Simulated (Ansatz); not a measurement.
## Lattice dynamics of Ba (P4/mmm, 1 atom in the cell)

How does Ba (P4/mmm, 1 atom in the cell) vibrate, and is this structure a minimum?

Program: Ansatz 0.2.0. Level of theory: DFT LDA, scalar-relativistic, plane waves, norm-conserving pseudopotentials. Results are calculated unless marked as measured.

This is not the structure that Ba takes at ambient pressure and room temperature (bcc); it is a model or a phase of other conditions.

## 1. The structure

The structure is tetragonal, space group P4/mmm (No. 123). The conventional cell has a = 4.000 Å, b = 4.000 Å, c = 3.606 Å, α = 90.00°, β = 90.00°, γ = 90.00°. Nearest to Ba lie 6 Ba at 3.61 to 4.00 Å.

As a file:

```cif
data_structure
_symmetry_space_group_name_H-M 'P4/mmm'
_symmetry_Int_Tables_number 123
_cell_length_a 3.9996
_cell_length_b 3.9996
_cell_length_c 3.6055
_cell_angle_alpha 90.000
_cell_angle_beta 90.000
_cell_angle_gamma 90.000
_cell_volume 57.68
loop_
_atom_site_label
_atom_site_type_symbol
_atom_site_symmetry_multiplicity
_atom_site_Wyckoff_symbol
_atom_site_fract_x
_atom_site_fract_y
_atom_site_fract_z
_atom_site_occupancy
Ba1 Ba 1 d 0.50000 0.50000 0.50000 1
```

## 2. Bringing the structure to rest

The cell and atoms are relaxed, since residual forces and stress would shift the frequencies.

Contents of input.yaml:

```yaml
crystal:
  lattice:
    - [3.99965, 0.0, 0.0]
    - [0.0, 3.99965, 0.0]
    - [0.0, 0.0, 3.605539]
  atoms:
    - { symbol: Ba, position: [0.5, 0.5, 0.5] }
kpoints:
  mp_grid: { grid: [10, 10, 10] }
hamiltonian:
  xc: lda
  pseudopotentials: { kind: nc }
scf:
  occupations: { method: gaussian, width: 0.1 }
output:
  forces: true
  stress: true
  eigenvalues: true
  write_density: true
  write_potential: true
  elf: true
  volumetric_format: npy
relax:
  adjacent_minimum: "off"
  f_tol: 0.005
  max_steps: 80
  cell: { stress_tol: 0.05 }
```

On the command line:

```console
$ ansatz run input.yaml --threads 4 --pin off --max-ram 7168MiB --backend cpu --events-out ev --progress --plain --runs-dir out
```

Numbers of over 12 decimals in the logs are rounded to 6 here.

Output:

```text
Engine: ansatz 0.2.0, aarch64-unknown-linux-gnu
Pseudopotentials: kind: nc
Pseudopotential: Ba, nc, valence charge 10, recommended cutoff 770 eV (normal), Ba.nc.azcp (PseudoDojo's, or run here from an input of PseudoDojo's: the run reads no file of this project's for it)
Functional definition: SPW92
  exchange = slater_x
  correlation = pw_c
Crystal: 1 atoms, lattice volume = 57.679 Å³
Basis set: ecut = 770 eV, 2781 PW (Γ)
Bands: 9, of which v1, the nominal top of the filled ones, is band 5 counted from 1 (4 counted from 0)
Symmetry: 16 space group operations
Space group: P4/mmm (ITA 123), of the structure as read, at distance tolerance 3.9e-5 Å
k-points: 126 of 1000
Non-local potential: Ba, projectors of the file, l = 0: 2, l = 1: 2, l = 2: 2, l = 3: 2
Initial density: superposition of atomic densities (chi_scale 0.1, normalization cell)
Initial wavefunctions: pseudopotential atomic-orbital guess
Functional: x = slater, c = lda
SCF iter   1: F=—  HF=-763.704325 eV  |F-HF|=—  |Δ(HF+E_count)|=         —  Δρ=8.61e-3  dr2=5.33e-2  ethr=3.10e-3  ⟨swp⟩=11.8  Hψ=15946  notcnv=0
preconditioner: auto → none  [metal: Δε(μ)=0.007 eV  Ē_g=2.773 eV  σ=0.100 eV  W_gap=0.04  n_scr=6 (ndim 8)  ℏωp=6.9 eV  f_vac=0.000  D(μ)=1.03/eV (n_scr^D=6)  sad-step TF]
SCF iter   2: F=—  HF=-763.698216 eV  |F-HF|=—  |Δ(HF+E_count)|=   6.11e-3  Δρ=5.30e-3  dr2=2.40e-2  ethr=5.33e-4  ⟨swp⟩=1.6  Hψ=2249  notcnv=0
SCF iter   3: F=—  HF=-763.694855 eV  |F-HF|=—  |Δ(HF+E_count)|=   3.36e-3  Δρ=1.12e-3  dr2=6.76e-4  ethr=2.40e-4  ⟨swp⟩=3.1  Hψ=2146  notcnv=0
SCF iter   4: F=—  HF=-763.694645 eV  |F-HF|=—  |Δ(HF+E_count)|=   2.10e-4  Δρ=2.62e-4  dr2=6.96e-5  ethr=6.76e-6  ⟨swp⟩=2.1  Hψ=1791  notcnv=0
SCF iter   5: F=—  HF=-763.694621 eV  |F-HF|=—  |Δ(HF+E_count)|=   2.33e-5  Δρ=1.06e-4  dr2=1.03e-5  ethr=6.96e-7  ⟨swp⟩=2.5  Hψ=1748  notcnv=0
SCF iter   6: F=—  HF=-763.694618 eV  |F-HF|=—  |Δ(HF+E_count)|=   3.67e-6  Δρ=3.01e-5  dr2=7.08e-7  ethr=1.03e-7  ⟨swp⟩=2.0  Hψ=1675  notcnv=0
SCF iter   7: F=-763.694617 eV  HF=-763.694617 eV  |F-HF|=4.05e-9  |Δ(HF+E_count)|=   2.71e-7  Δρ=3.86e-6  dr2=6.22e-9  ethr=1.00e-9  ⟨swp⟩=18.5  Hψ=13208  notcnv=0
SCF 1 converged in 7 iterations: F = -763.694617 eV  dr2 = 6.22e-9
relax step   1: F+E_penalty+E_count = -763.69461742 eV  Δ(F+E_penalty+E_count) = +0.000e0 eV  max|allowed force component| = 0.000e0 eV/Å  Δτ_max = 0.0000 Å  P = -0.899 GPa  Ω = 57.679 Å³  (7 SCF iters, dr2 threshold 1.00e-7 eV, accepted)
Crystal: 1 atoms, lattice volume = 55.786 Å³
Basis set: ecut = 770 eV, 2673 PW (Γ)
Initial density: handed on by an earlier stage of this run
Initial wavefunctions: those handed on with the density
iter 1 solved again at ethr=3.45e-5 eV; its pass at ethr=3.10e-3 eV (dr2=3.45e-3 eV) is discarded
SCF iter   1: F=—  HF=-763.729551 eV  |F-HF|=—  |Δ(HF+E_count)|=         —  Δρ=1.72e-3  dr2=4.43e-3  ethr=3.45e-5  ⟨swp⟩=2.2  Hψ=16995  notcnv=0
eigensolver tolerance schedule calibrated: the retry pair's looser diagonalisation under-reported the residual by θ = 0.22 (0.11/decade); ethr = c·dr2/N_el runs at the constant in force after the calibration composes with the one it found (an armed cap, an earlier calibration), c = 7.7e-2
preconditioner: auto → none  [metal: Δε(μ)=0.031 eV  Ē_g=2.805 eV  σ=0.100 eV  W_gap=0.17  n_scr=6 (ndim 8)  ℏωp=7.0 eV  f_vac=0.000  D(μ)=0.91/eV (n_scr^D=4)]
SCF iter   2: F=—  HF=-763.728184 eV  |F-HF|=—  |Δ(HF+E_count)|=   1.37e-3  Δρ=3.49e-4  dr2=3.94e-5  ethr=3.42e-5  ⟨swp⟩=2.4  Hψ=1739  notcnv=0
SCF iter   3: F=—  HF=-763.728185 eV  |F-HF|=—  |Δ(HF+E_count)|=   4.11e-7  Δρ=1.47e-4  dr2=5.43e-6  ethr=3.04e-7  ⟨swp⟩=1.9  Hψ=1393  notcnv=0
SCF iter   4: F=-763.728187 eV  HF=-763.728187 eV  |F-HF|=4.75e-10  |Δ(HF+E_count)|=   1.72e-6  Δρ=9.93e-6  dr2=4.71e-8  ethr=7.73e-10  ⟨swp⟩=16.1  Hψ=13286  notcnv=0
SCF 2 converged in 4 iterations: F = -763.728187 eV  dr2 = 4.71e-8
relax step   2: F+E_penalty+E_count = -763.72818655 eV  Δ(F+E_penalty+E_count) = -3.357e-2 eV  max|allowed force component| = 0.000e0 eV/Å  Δτ_max = 0.0000 Å  P = -0.725 GPa  Ω = 55.786 Å³  energy of the carried Pulay correction = +1.459e-5 eV  (4 SCF iters, dr2 threshold 1.00e-7 eV, accepted)
Crystal: 1 atoms, lattice volume = 51.017 Å³
Basis set: ecut = 770 eV, 2517 PW (Γ)
iter 1 solved again at ethr=1.52e-4 eV; its pass at ethr=3.10e-3 eV (dr2=1.52e-2 eV) is discarded
SCF iter   1: F=—  HF=-763.760036 eV  |F-HF|=—  |Δ(HF+E_count)|=         —  Δρ=3.62e-3  dr2=1.59e-2  ethr=1.52e-4  ⟨swp⟩=1.3  Hψ=17365  notcnv=0
preconditioner: auto → none  [metal: Δε(μ)=0.046 eV  Ē_g=12.917 eV  σ=0.100 eV  W_gap=0.26  n_scr=6 (ndim 8)  ℏωp=14.7 eV  f_vac=0.000  D(μ)=1.05/eV (n_scr^D=6)]
SCF iter   2: F=—  HF=-763.754988 eV  |F-HF|=—  |Δ(HF+E_count)|=   5.05e-3  Δρ=7.15e-4  dr2=1.44e-4  ethr=1.52e-4  ⟨swp⟩=2.2  Hψ=1731  notcnv=0
SCF iter   3: F=—  HF=-763.754984 eV  |F-HF|=—  |Δ(HF+E_count)|=   3.25e-6  Δρ=3.05e-4  dr2=1.94e-5  ethr=1.44e-6  ⟨swp⟩=2.6  Hψ=1805  notcnv=0
SCF iter   4: F=—  HF=-763.754991 eV  |F-HF|=—  |Δ(HF+E_count)|=   6.35e-6  Δρ=3.54e-5  dr2=3.37e-7  ethr=1.94e-7  ⟨swp⟩=2.1  Hψ=1657  notcnv=0
SCF iter   5: F=-763.754991 eV  HF=-763.754991 eV  |F-HF|=6.81e-9  |Δ(HF+E_count)|=   2.95e-7  Δρ=8.66e-6  dr2=2.24e-8  ethr=1.00e-9  ⟨swp⟩=17.9  Hψ=12643  notcnv=0
SCF 3 converged in 5 iterations: F = -763.754991 eV  dr2 = 2.24e-8
relax step   3: F+E_penalty+E_count = -763.75499108 eV  Δ(F+E_penalty+E_count) = -2.680e-2 eV  max|allowed force component| = 0.000e0 eV/Å  Δτ_max = 0.0000 Å  P = +0.027 GPa  Ω = 51.017 Å³  energy of the carried Pulay correction = +5.456e-5 eV  (5 SCF iters, dr2 threshold 1.00e-7 eV, accepted)
[...]
relax step   4: F+E_penalty+E_count = -763.75501915 eV  Δ(F+E_penalty+E_count) = -2.808e-5 eV  max|allowed force component| = 0.000e0 eV/Å  Δτ_max = 0.0000 Å  P = +0.016 GPa  Ω = 51.079 Å³  energy of the carried Pulay correction = +5.396e-5 eV  (3 SCF iters, dr2 threshold 1.82e-8 eV, accepted)
Initial wavefunctions: pseudopotential atomic-orbital guess (no wavefunctions were taken with the density)
iter 1 solved again at ethr=9.62e-7 eV; its pass at ethr=3.10e-3 eV (dr2=9.62e-5 eV) is discarded
SCF iter   1: F=—  HF=-763.754995 eV  |F-HF|=—  |Δ(HF+E_count)|=         —  Δρ=1.06e-5  dr2=1.19e-8  ethr=9.62e-7  ⟨swp⟩=4.0  Hψ=19725  notcnv=0
eigensolver tolerance schedule: the retry pair's looser diagonalisation over-reported the residual by 8092.29 of it (diagonalisation noise at an unbounded share of the residual, at the tolerance the schedule requests for it); recorded, not acted on — ethr = c·dr2/N_el stays at c = 1.0e-1
preconditioner: auto → none  [metal: Δε(μ)=0.065 eV  Ē_g=12.939 eV  σ=0.100 eV  W_gap=0.35  n_scr=6 (ndim 8)  ℏωp=14.7 eV  f_vac=0.000  D(μ)=1.07/eV (n_scr^D=6)]
SCF iter   2: F=—  HF=-763.754995 eV  |F-HF|=—  |Δ(HF+E_count)|=   2.57e-7  Δρ=5.04e-6  dr2=2.31e-9  ethr=1.19e-10  ⟨swp⟩=4.1  Hψ=2701  notcnv=0
SCF iter   3: F=—  HF=-763.754995 eV  |F-HF|=—  |Δ(HF+E_count)|=   4.37e-9  Δρ=6.26e-7  dr2=1.42e-10  ethr=2.31e-11  ⟨swp⟩=1.9  Hψ=1349  notcnv=0
SCF iter   4: F=-763.754995 eV  HF=-763.754995 eV  |F-HF|=2.84e-12  |Δ(HF+E_count)|=  2.11e-11  Δρ=1.49e-7  dr2=3.68e-12  ethr=1.00e-12  ⟨swp⟩=11.5  Hψ=10271  notcnv=0
SCF 5 converged in 4 iterations: F = -763.754995 eV  dr2 = 3.68e-12
relax step   5: F+E_penalty+E_count = -763.75499462 eV  Δ(F+E_penalty+E_count) = +2.453e-5 eV  max|allowed force component| = 0.000e0 eV/Å  Δτ_max = 0.0000 Å  P = +0.015 GPa  Ω = 51.079 Å³  stress off target by 4.26e-2 GPa  SCF on the basis re-selected at this cell (its energy is not comparable with the rows above)  (4 SCF iters)
basis re-selected at this cell: Δ(F+E_penalty+E_count) = +2.453e-5 eV, ΔP = -0.000 GPa vs the last step (what re-selecting the basis moved, of the pressure what is left beyond the Pulay correction that the steps carried, after the strain that the cell walked since its last selection, with what the two solves' SCF thresholds leave and, on support functions, any second-order correction that the steps lacked; it is no measure of the basis error at this ecutwfc). The dense FFT grid was sized anew with the basis: this SCF ran on 36×36×36 points, the steps before it on 40×40×36, so part of this shift can come from that change (see relax.cell in the input reference). [rest of the remark cut]
SCF converged after 4 iterations
Free energy (F): -763.754995 eV
Harris-Foulkes:  -763.754995 eV  (|F-HF|=2.84e-12)
Internal energy: -763.749668 eV  (E = F + TS)
E sigma→0 (E₀):  -763.752331 eV
Entropy (-TS):   -0.005327 eV (-5.327 meV/atom)
Fermi energy:    7.274615 eV
--- Per-component energies (eV) ---
  E_band       = -70.233910
  E_kinetic    = 178.156994
  E_local      = -427.221105  (includes V_loc(G=0)·N_el)
  E_nonlocal   = 107.970058
  E_hartree    = 106.051472
  E_xc         = -178.137246
  E_vxc        = -141.242795  (∫ρ·V_xc dr)
  E_ewald      = -550.569842
  E_smearing   = -0.005327  (= −TS)
  E_closure    = 0.000000  (closes the sum)
  Σ components = -763.754995   (vs F -763.754995, Δ=0.00e0)
--- Forces (eV/Å), atoms counted from 1 ---
  atom   1  Ba     0.00000000     0.00000000     0.00000000
  max |Σ_I F_I| component: 0.00e0 eV/Å
--- Stress (GPa, compression-positive) ---
        0.001788       0.000000       0.000000
        0.000000       0.001788       0.000000
        0.000000       0.000000       0.042596
  P = ⅓ Tr σ = 0.0154 GPa (0.154 kbar)
--- Band table (eV; the first three rows and the last of 126) ---
  k-point 0: bands = ["-21.7199", "-6.2512", "-6.2512", "-6.2457", "4.6839", "7.1212", "7.1215", "13.1557", "13.1671"]
  k-point 1: bands = ["-21.7087", "-6.3775", "-6.2400", "-6.2400", "4.8692", "7.1756", "7.3435", "12.4373", "12.4373"]
  k-point 2: bands = ["-21.6788", "-6.7031", "-6.2105", "-6.2105", "5.3265", "7.3262", "7.9583", "11.5883", "11.5883"]
  k-point 125: bands = ["-21.3719", "-7.1006", "-7.0929", "-7.0929", "7.0538", "7.0538", "7.0642", "10.7309", "13.3944"]
--- Relaxed structure (4 steps of the walk, 4 accepted, 1 SCFs on fresh bases) ---
  F+E_penalty+E_count = -763.75499462 eV   max|allowed force component| = 0.000e0 eV/Å   (the final SCF, on the basis selected at the relaxed cell)
  cell:  # Å, volume = 51.0790 Å³
    - [3.711976, 0, 0.0]
    - [0, 3.711976, 0.0]
    - [0.0, 0.0, 3.707079]
  atoms:
    - { symbol: Ba, position: [0.500000, 0.5, 0.5] }
```

Elapsed: 15 s, on 4 threads of Arm Neoverse V2, shared host; peak memory 0.45 GiB; 58 s of CPU time.

The steps of the relaxation:

| step | energy less that of the first step (eV) | largest force component (eV/Å) | pressure (GPa) | volume (Å³) |
| --- | --- | --- | --- | --- |
| 1 | 0.0000 | 0.0000 | -0.90 | 57.68 |
| 2 | -0.0336 | 0.0000 | -0.73 | 55.79 |
| 3 | -0.0604 | 0.0000 | 0.03 | 51.02 |
| 4 | -0.0604 | 0.0000 | 0.02 | 51.08 |
| 5* | -0.0604 | 0.0000 | 0.02 | 51.08 |

Relaxation steps marked * repeat the geometry before them on a plane-wave basis chosen anew for their cell, so energy and pressure can jump there.

```
conventional cell, symmetrised  before  after   change
                         a (Å)   4.000  3.710   -7.2 %
                         b (Å)   4.000  3.710   -7.2 %
                         c (Å)   3.606  3.710   +2.9 %
              volume (Å³/atom)   57.68  51.08  -11.4 %
```

Final coordinates:

```
Ba
1.0
     3.71198    0.00000    0.00000
     0.00000    3.71198    0.00000
     0.00000    0.00000    3.70708
Ba
1
Direct
  0.50000 0.50000 0.50000
```

This step gave:

```yaml
pressure: 0.01539 GPa
volume_per_atom: 51.08 Å³
gap_on_the_k_mesh: 0 eV
```

Electrostatic potential energy in the ac plane at fractional y = 0.500, with atoms of Ba within 0.2 Å of it. With pseudopotentials it is smooth inside the atoms' cores, unlike the true potential.

Ten even steps from '_' (-138 eV) to '@' (10 eV), each cell a mean:
```
@@@@@@@@@@@@@@@@@@@@@@@@@@@@
@@@@@@@@@@@@@@@@@@@@@@@@@@@@
@@@@@@@@@@%%%%%%%%@@@@@@@@@@
@@@@@@@@%%##****##%%%%@@@@@@
@@@@@@%%##++--::--**%%@@@@@@
@@@@@@%%**--____..==##%%@@@@
@@@@@@%%**--______==##%%@@@@
@@@@@@%%##==::..::++##@@@@@@
@@@@@@@@%%##++++**##%%@@@@@@
@@@@@@@@@@%%%%%%%%%%@@@@@@@@
@@@@@@@@@@@@@@@@@@@@@@@@@@@@
@@@@@@@@@@@@@@@@@@@@@@@@@@@@
@@@@@@@@@@@@@@@@@@@@@@@@@@@@
```
Columns run along a (3.7 Å; values clipped at the 3rd and 97th percentile), rows up along c (3.7 Å). Atoms in or near the plane, at fractional coordinates: Ba at (0.50, 0.50).

ELF in the ac plane at fractional y = 0.500, with atoms of Ba within 0.2 Å of it. It is the smooth field of the valence electrons, not physical close to the nuclei.

Values, 13 rows by 14 columns, each cell a mean:
```
0.38 0.32 0.21 0.13 0.10 0.09 0.09 0.09 0.09 0.09 0.10 0.15 0.24 0.34
0.27 0.22 0.15 0.14 0.19 0.28 0.36 0.38 0.34 0.25 0.17 0.14 0.17 0.23
0.15 0.13 0.15 0.29 0.50 0.68 0.77 0.79 0.75 0.65 0.46 0.23 0.14 0.13
0.09 0.10 0.21 0.53 0.76 0.85 0.87 0.87 0.87 0.84 0.72 0.42 0.17 0.09
0.05 0.10 0.34 0.72 0.86 0.82 0.60 0.49 0.67 0.85 0.85 0.61 0.26 0.09
0.04 0.12 0.42 0.79 0.87 0.63 0.13 0.04 0.25 0.74 0.87 0.71 0.33 0.09
0.04 0.12 0.43 0.80 0.87 0.59 0.08 0.01 0.18 0.71 0.87 0.72 0.34 0.09
0.05 0.11 0.37 0.75 0.87 0.77 0.44 0.31 0.54 0.83 0.86 0.65 0.29 0.09
0.07 0.10 0.26 0.61 0.81 0.86 0.83 0.80 0.84 0.86 0.78 0.50 0.20 0.09
0.13 0.12 0.16 0.35 0.59 0.75 0.82 0.83 0.81 0.72 0.54 0.27 0.14 0.12
0.22 0.18 0.14 0.18 0.28 0.43 0.53 0.55 0.51 0.39 0.25 0.15 0.15 0.19
0.36 0.29 0.20 0.12 0.11 0.11 0.13 0.13 0.12 0.11 0.11 0.14 0.22 0.31
0.42 0.36 0.25 0.14 0.09 0.06 0.04 0.04 0.05 0.06 0.09 0.17 0.28 0.38
```
Columns run along a (3.7 Å), rows up along c (3.7 Å). Atoms in or near the plane, at fractional coordinates: Ba at (0.50, 0.50).

Valence density in the ac plane at fractional y = 0.500, with atoms of Ba within 0.2 Å of it. It is the smooth field of the valence electrons, not physical close to the nuclei.

Ten even steps from '0' (0.0 e/Å³) to '9' (1.4 e/Å³), each cell a mean:
```
00000000000000
00000011100000
00001344421000
00014799863100
00137976896200
00149820398310
00159710398310
00148964797200
00025899974100
00012456531000
00000122110000
00000000000000
00000000000000
```
Columns run along a (3.7 Å), rows up along c (3.7 Å). Atoms in or near the plane, at fractional coordinates: Ba at (0.50, 0.50).

In this step the volume went from 57.68 to 51.08 Å³/atom.

## 3. Relaxation

The relaxation is repeated from its end on the same settings, as a check that it has come to rest.

Edit input.yaml of step 2 so:

```diff
@@ -2,5 +2,5 @@
   lattice:
-    - [3.99965, 0.0, 0.0]
-    - [0.0, 3.99965, 0.0]
-    - [0.0, 0.0, 3.605539]
+    - [3.711975573, 0.0, 0.0]
+    - [0.0, 3.711975573, 0.0]
+    - [0.0, 0.0, 3.7070785317]
   atoms:
```

Output:

```text
[...]
Crystal: 1 atoms, lattice volume = 51.079 Å³
Basis set: ecut = 770 eV, 2517 PW (Γ)
Bands: 9, of which v1, the nominal top of the filled ones, is band 5 counted from 1 (4 counted from 0)
Symmetry: 16 space group operations
[...]
k-points: 126 of 1000
[...]
0.000000       0.000000       0.042593
  P = ⅓ Tr σ = 0.0154 GPa (0.154 kbar)
--- Band table (eV; the first three rows and the last of 126) ---
[...]
--- Relaxed structure (1 steps of the walk, 1 accepted, 1 SCFs on fresh bases) ---
[...]
cell:  # Å, volume = 51.0790 Å³
    - [3.711975573, 0.0, 0.0]
    - [0.0, 3.711975573, 0.0]
    - [0.0, 0.0, 3.7070785317]
  atoms:
    - { symbol: Ba, position: [0.5, 0.5, 0.500000] }
[key lines of the parts left out:]
SCF converged after 4 iterations
Free energy (F): -763.754995 eV
Fermi energy:    7.274614 eV
```

Wall time 5.8 s (4 threads); peak memory 0.42 GiB; 22 s of CPU time.

Little changed from the start: no atom moved by 0.005 Å and no cell edge by 0.1 %.

In this step the volume went from 51.08 to 51.08 Å³/atom.

## 4. Relaxing to small forces for the phonons

Phonons need a cell at rest on their own settings, so the relaxation is repeated with tight tolerances on forces and stress, using the mesh and the filling of the phonon run that follows.

input.yaml, the sections that differ from step 3:

```yaml
kpoints:
  mp_grid: { grid: [12, 12, 12] }
scf:
  occupations: { method: methfessel_paxton, width: 0.15 }
output:
  forces: true
  stress: true
  eigenvalues: true
relax:
  adjacent_minimum: "off"
  f_tol: 0.001
  max_steps: 60
  cell: { stress_tol: 0.01 }
# crystal, hamiltonian: as in step 3
```

Output:

```text
[...]
Crystal: 1 atoms, lattice volume = 51.079 Å³
Basis set: ecut = 770 eV, 2517 PW (Γ)
Bands: 9, of which v1, the nominal top of the filled ones, is band 5 counted from 1 (4 counted from 0)
Symmetry: 16 space group operations
[...]
k-points: 196 of 1728
[...]
0.000000       0.000000      -0.001821
  P = ⅓ Tr σ = -0.0004 GPa (-0.004 kbar)
--- Band table (eV; the first three rows and the last of 196) ---
[...]
--- Relaxed structure (3 steps of the walk, 3 accepted, 1 SCFs on fresh bases) ---
[...]
cell:  # Å, volume = 50.8481 Å³
    - [3.704668, 0, 0.0]
    - [0, 3.704668, 0.0]
    - [0.0, 0.0, 3.704896]
  atoms:
    - { symbol: Ba, position: [0.500000, 0.500000, 0.500000] }
[key lines of the parts left out:]
SCF converged after 4 iterations
Free energy (F): -763.756341 eV
Fermi energy:    7.275064 eV
```

Elapsed: 15 s, on 4 threads; peak memory 0.48 GiB.

Relaxation path:

```
step  energy less that of the first step (eV)  largest force component (eV/Å)  pressure (GPa)  volume (Å³)
   1                                   0.0000                          0.0000           -0.04        51.08
   2                                   0.0000                          0.0000           -0.03        51.01
   3                                   0.0000                          0.0000            0.00        50.85
  4*                                   0.0000                          0.0000            0.00        50.85
```

Relaxation steps marked * repeat the geometry before them on a plane-wave basis chosen anew for their cell, so energy and pressure can jump there.

```
     cell as run  before  after  change
           a (Å)   3.712  3.705  -0.2 %
           b (Å)   3.712  3.705  -0.2 %
           c (Å)   3.707  3.705  -0.1 %
volume (Å³/atom)   51.08  50.85  -0.5 %
```

Final coordinates:

```xyz
1
Lattice="3.7047 0.0000 0.0000 0.0000 3.7047 0.0000 0.0000 0.0000 3.7049" Properties=species:S:1:pos:R:3 pbc="T T T"
Ba    1.8523    1.8523    1.8524
```

Numbers from this step:

```yaml
pressure: -4.30e-4 GPa
volume_per_atom: 50.85 Å³
```

The forces vanish by symmetry and the pressure is 0.000 GPa, within the tolerances set. The cell now holds 50.85 Å³/atom. Within 0.01 Å the structure now has space group Pm-3m, not the P4/mmm of the start.

[end of part 1 of 2]

[Logs are printed without paths, hosts, clocks, repeated set-up lines and the standing remarks that a program may print on its own settings, such as how far it seeks lower states.]

[Hosts, paths, dates, database ids (printed as entryN), source tags and the programs' standing remarks are cut or masked in the printed files.]
